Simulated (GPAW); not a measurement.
# SmAg: parallel, opposed and spinless runs

Does SmAg prefer parallel or opposed moments, or none?

Main program and level: GPAW 26.7.0; LDA; plane waves with GPAW's PAW setups, scalar-relativistic.

Report form: the programs' logs are mostly left out.

## (1) The starting structure

It takes space group Pm-3m (No. 221, cubic). The conventional cell has a = 3.673 Å, b = 3.673 Å, c = 3.673 Å, α = 90.00°, β = 90.00°, γ = 90.00°. Nearest to Sm lie 8 Ag at 3.18 Å. Nearest to Ag lie 8 Sm at 3.18 Å. Farther neighbours are not listed.

The settings of this session are not all sound (see the inputs), so it shows what such settings give, not the properties of the crystal.

## (2) Run 1 (ferro +)

The parallel start comes first: it fits the smallest cell, keeps the most symmetry and shows whether parallel moments form.

Contents of order1.py:

```python
import json
import numpy as np
from ase import Atoms
from ase.parallel import paropen, parprint
from gpaw import GPAW

atoms = Atoms(['Sm', 'Ag'],
    cell=[[3.673, 0.0, 0.0],
         [0.0, 3.673, 0.0],
         [0.0, 0.0, 3.673]],
    scaled_positions=[[0.5, 0.5, 0.5],
         [0.0, 0.0, 0.0]],
    pbc=True,
    magmoms=[5.0, 0.0])
atoms.calc = GPAW(mode={'name': 'pw', 'ecut': 350.0},
    xc='LDA',
    kpts={'size': (8, 8, 8), 'gamma': True},
    occupations={'name': 'fermi-dirac', 'width': 0.1},
    convergence={'density': 1e-05, 'energy': 1e-05},
    maxiter=200,
    symmetry={'tolerance': 1e-4},
    txt='order1.txt')
e = atoms.get_potential_energy(force_consistent=True)
res = {'free_energy': e, 'energy_sigma0': atoms.get_potential_energy(), 'fermi_energy': atoms.calc.get_fermi_level()}
res['moments'] = atoms.get_magnetic_moments().tolist()
res['total'] = atoms.get_magnetic_moment()
parprint('site moments (muB):', np.round(res['moments'], 3))
parprint(f"total moment: {res['total']:.3f} muB")
parprint(f'free energy: {e:.6f} eV')
atoms.calc.write('order1.gpw')
with paropen('results.json', 'w') as f:
    json.dump(res, f)
```

Command:

```
$ OMP_NUM_THREADS=1 python3 order1.py > order1.log
```

It took 27 s on 1 MPI rank of Arm Neoverse V2, shared host; peak memory 0.18 GiB.

Numbers from this step:

| Property | Result |
| --- | --- |
| magnetization | 5.994 μB |
| final state | ferromagnetic |
| largest moment | 5.496 μB |

After 15 cycles the largest moment stands at 5.50 μB.

## (3) Run 2 (antiferro q=(0,1/2,1/2) +-)

An opposed order shows whether the pairs that it reverses prefer unlike signs.

The cell is doubled to 4 atoms to hold this order. Its mesh is chosen so that both cells sample the same points.

Contents of order2.py:

```python
import json
import numpy as np
from ase import Atoms
from ase.parallel import paropen, parprint
from gpaw import GPAW

atoms = Atoms(['Sm', 'Sm', 'Ag', 'Ag'],
    cell=[[3.673, 0.0, 0.0],
         [0.0, 7.346, 0.0],
         [0.0, 3.673, 3.673]],
    scaled_positions=[[0.5, 0.0, 0.5],
         [0.5, 0.5, 0.5],
         [0.0, 0.0, 0.0],
         [0.0, 0.5, 0.0]],
    pbc=True,
    magmoms=[5.0, -5.0, 0.0, 0.0])
atoms.calc = GPAW(mode={'name': 'pw', 'ecut': 350.0},
    xc='LDA',
    kpts={'size': (8, 4, 8), 'gamma': True},
    occupations={'name': 'fermi-dirac', 'width': 0.1},
    convergence={'density': 1e-05, 'energy': 1e-05},
    maxiter=200,
    symmetry={'tolerance': 1e-4},
    txt='order2.txt')
e = atoms.get_potential_energy(force_consistent=True)
res = {'free_energy': e, 'energy_sigma0': atoms.get_potential_energy(), 'fermi_energy': atoms.calc.get_fermi_level()}
res['moments'] = atoms.get_magnetic_moments().tolist()
res['total'] = atoms.get_magnetic_moment()
parprint('site moments (muB):', np.round(res['moments'], 3))
parprint(f"total moment: {res['total']:.3f} muB")
parprint(f'free energy: {e:.6f} eV')
atoms.calc.write('order2.gpw')
with paropen('results.json', 'w') as f:
    json.dump(res, f)
```

Command:

```
$ OMP_NUM_THREADS=1 python3 order2.py > order2.log
```

It took 5 min on 1 MPI rank; peak memory 0.41 GiB.

Spin moment in the augmentation sphere by atom:

```tsv
atom	spin moment in the augmentation sphere (μB)
Sm1	5.48
Sm2	-5.48
Ag3	0.00
Ag4	0.00
```

This step gave:

```
magnetization : 0 μB
final state   : antiferromagnetic
```

It lies 5.53 meV a seeded atom over the first start, and its largest moment is 5.48 μB against 5.50 μB.

## (4) Order 3, typed as antiferro q=(0,0,1/2) +-

This order needs a doubled cell of 4 atoms. Its mesh is chosen so that both cells sample the same points.

order3.py is the script of step 3 with these lines changed:

```diff
@@ -8,8 +8,8 @@
     cell=[[3.673, 0.0, 0.0],
-         [0.0, 7.346, 0.0],
-         [0.0, 3.673, 3.673]],
-    scaled_positions=[[0.5, 0.0, 0.5],
-         [0.5, 0.5, 0.5],
+         [0.0, 3.673, 0.0],
+         [0.0, 0.0, 7.346]],
+    scaled_positions=[[0.5, 0.5, 0.25],
+         [0.5, 0.5, 0.75],
          [0.0, 0.0, 0.0],
-         [0.0, 0.5, 0.0]],
+         [0.0, 0.0, 0.5]],
     pbc=True,
@@ -18,3 +18,3 @@
     xc='LDA',
-    kpts={'size': (8, 4, 8), 'gamma': True},
+    kpts={'size': (8, 8, 4), 'gamma': True},
     occupations={'name': 'fermi-dirac', 'width': 0.1},
@@ -23,3 +23,3 @@
     symmetry={'tolerance': 1e-4},
-    txt='order2.txt')
+    txt='order3.txt')
 e = atoms.get_potential_energy(force_consistent=True)
@@ -31,3 +31,3 @@
 parprint(f'free energy: {e:.6f} eV')
-atoms.calc.write('order2.gpw')
+atoms.calc.write('order3.gpw')
 with paropen('results.json', 'w') as f:
```

Command:

```
$ OMP_NUM_THREADS=1 python3 order3.py > order3.log
```

The job ended after 2.1 min (1 MPI rank; peak memory 0.28 GiB).

Spin moment in the augmentation sphere by atom:

```tsv
atom	spin moment in the augmentation sphere (μB)
Sm1	5.48
Sm2	-5.48
Ag3	0.00
Ag4	0.00
```

Numbers from this step:

- magnetization: 0 μB
- final state: antiferromagnetic

It lies 1.71 meV a seeded atom over the first start, and its largest moment is 5.48 μB against 5.50 μB.

## (5) Start 4: antiferro q=(1/2,1/2,1/2) +-

Another pattern of signs weighs the neighbour shells otherwise.

This order needs a doubled cell of 4 atoms. Its mesh is chosen so that both cells sample the same points.

order4.py is the script of step 4 with these lines changed:

```diff
@@ -7,9 +7,9 @@
 atoms = Atoms(['Sm', 'Sm', 'Ag', 'Ag'],
-    cell=[[3.673, 0.0, 0.0],
-         [0.0, 3.673, 0.0],
-         [0.0, 0.0, 7.346]],
-    scaled_positions=[[0.5, 0.5, 0.25],
-         [0.5, 0.5, 0.75],
+    cell=[[7.346, 0.0, 0.0],
+         [3.673, 3.673, 0.0],
+         [3.673, 0.0, 3.673]],
+    scaled_positions=[[0.75, 0.5, 0.5],
+         [0.25, 0.5, 0.5],
          [0.0, 0.0, 0.0],
-         [0.0, 0.0, 0.5]],
+         [0.5, 0.0, 0.0]],
     pbc=True,
@@ -18,3 +18,3 @@
     xc='LDA',
-    kpts={'size': (8, 8, 4), 'gamma': True},
+    kpts={'size': (4, 8, 8), 'gamma': True},
     occupations={'name': 'fermi-dirac', 'width': 0.1},
@@ -23,3 +23,3 @@
     symmetry={'tolerance': 1e-4},
-    txt='order3.txt')
+    txt='order4.txt')
 e = atoms.get_potential_energy(force_consistent=True)
@@ -31,3 +31,3 @@
 parprint(f'free energy: {e:.6f} eV')
-atoms.calc.write('order3.gpw')
+atoms.calc.write('order4.gpw')
 with paropen('results.json', 'w') as f:
```

Command:

```
$ OMP_NUM_THREADS=1 python3 order4.py > order4.log
```

The job ended after 3.6 min (1 MPI rank; peak memory 0.35 GiB).

This step gave:

* magnetization: 0 μB
* final state: antiferromagnetic
* largest moment: 5.459 μB

It lies 23.0 meV a seeded atom over the first start, and its largest moment is 5.46 μB against 5.50 μB.

## (6) Run 5 (no spin polarisation)

A run without seeds gives the energy of the state without moments.

Contents of nospin.py:

```python
import json
import numpy as np
from ase import Atoms
from ase.parallel import paropen, parprint
from gpaw import GPAW

atoms = Atoms(['Sm', 'Ag'],
    cell=[[3.673, 0.0, 0.0],
         [0.0, 3.673, 0.0],
         [0.0, 0.0, 3.673]],
    scaled_positions=[[0.5, 0.5, 0.5],
         [0.0, 0.0, 0.0]],
    pbc=True)
atoms.calc = GPAW(mode={'name': 'pw', 'ecut': 350.0},
    xc='LDA',
    kpts={'size': (8, 8, 8), 'gamma': True},
    occupations={'name': 'fermi-dirac', 'width': 0.1},
    convergence={'density': 1e-05, 'energy': 1e-05},
    maxiter=200,
    symmetry={'tolerance': 1e-4},
    txt='nospin.txt')
e = atoms.get_potential_energy(force_consistent=True)
res = {'free_energy': e, 'energy_sigma0': atoms.get_potential_energy(), 'fermi_energy': atoms.calc.get_fermi_level()}
parprint(f'free energy: {e:.6f} eV')
atoms.calc.write('nospin.gpw')
with paropen('results.json', 'w') as f:
    json.dump(res, f)
```

Command:

```
$ OMP_NUM_THREADS=1 python3 nospin.py > nospin.log
```

The job ended after 12 s (1 MPI rank; peak memory 0.16 GiB).

Numbers from this step:

```yaml
final_state: non-magnetic (no spin polarisation)
```

It lies 4305 meV a seeded atom over the first start.

## (7) Ranking

These are free energies at a smearing of 0.1 eV, so its entropy term is in the differences. They are divided by the number of seeded atoms, so that cells of unlike size compare. Wavevectors q in the names are fractions of the reciprocal vectors of the first run's cell.

Orders:

```tsv
start	final state	typed order kept	energy over the lowest (meV a seeded atom)	largest site moment (μB)	net moment (μB a primitive cell)	mesh matched	CPU time (s)
ferro +	ferromagnetic	yes	0	5.496	5.994	yes	27.17
antiferro q=(0,1/2,1/2) +-	antiferromagnetic	yes	5.525	5.478	0	yes	301.7
antiferro q=(0,0,1/2) +-	antiferromagnetic	yes	1.708	5.479	0	yes	128.2
antiferro q=(1/2,1/2,1/2) +-	antiferromagnetic	yes	22.97	5.459	0	yes	217.2
no spin polarisation	non-magnetic	-	4305	0	0	yes	12.18
```

## (8) Summary of results

```
lowest state found                 : ferromagnetic (typed ferro +)
largest site moment                : 5.50 μB
next state                         : antiferromagnetic, 1.71 meV a seeded atom higher
energy gained by spin polarisation : 4305 meV a seeded atom
```

**Reading.** The lowest state found is ferromagnetic, reached from the start ferro +, with moments up to 5.50 μB. The two lowest states lie so close that the mesh, the functional or spin–orbit coupling could swap them. Forming the largest moments gains far more than ordering them, so they should outlast the ordering temperature. This is the lowest of 5 finished starts, no proof of the ground state. Open f shells have many stationary orbital fillings, so the state need not be the lowest, and spin-only moments miss the orbital part. Without a U the functional spreads the 4f electrons too much, so the state and its energies are unreliable. Spin–orbit coupling, which these energies lack, is strong in these shells and can change the state in kind.

[Logs and program files are shortened in this print: banners, set-up blocks, solver, clock and traceback lines can be left out without a mark of their own.]

[Logs are printed without paths, hosts, clocks, repeated set-up lines and the standing remarks that a program may print on its own settings, such as how far it seeks lower states.]

[Hosts, paths, dates, database ids (printed as entryN), source tags and the programs' standing remarks are cut or masked in the printed files.]

[Where a cell is said to come from a database of computed structures, the database is the Materials Project.]
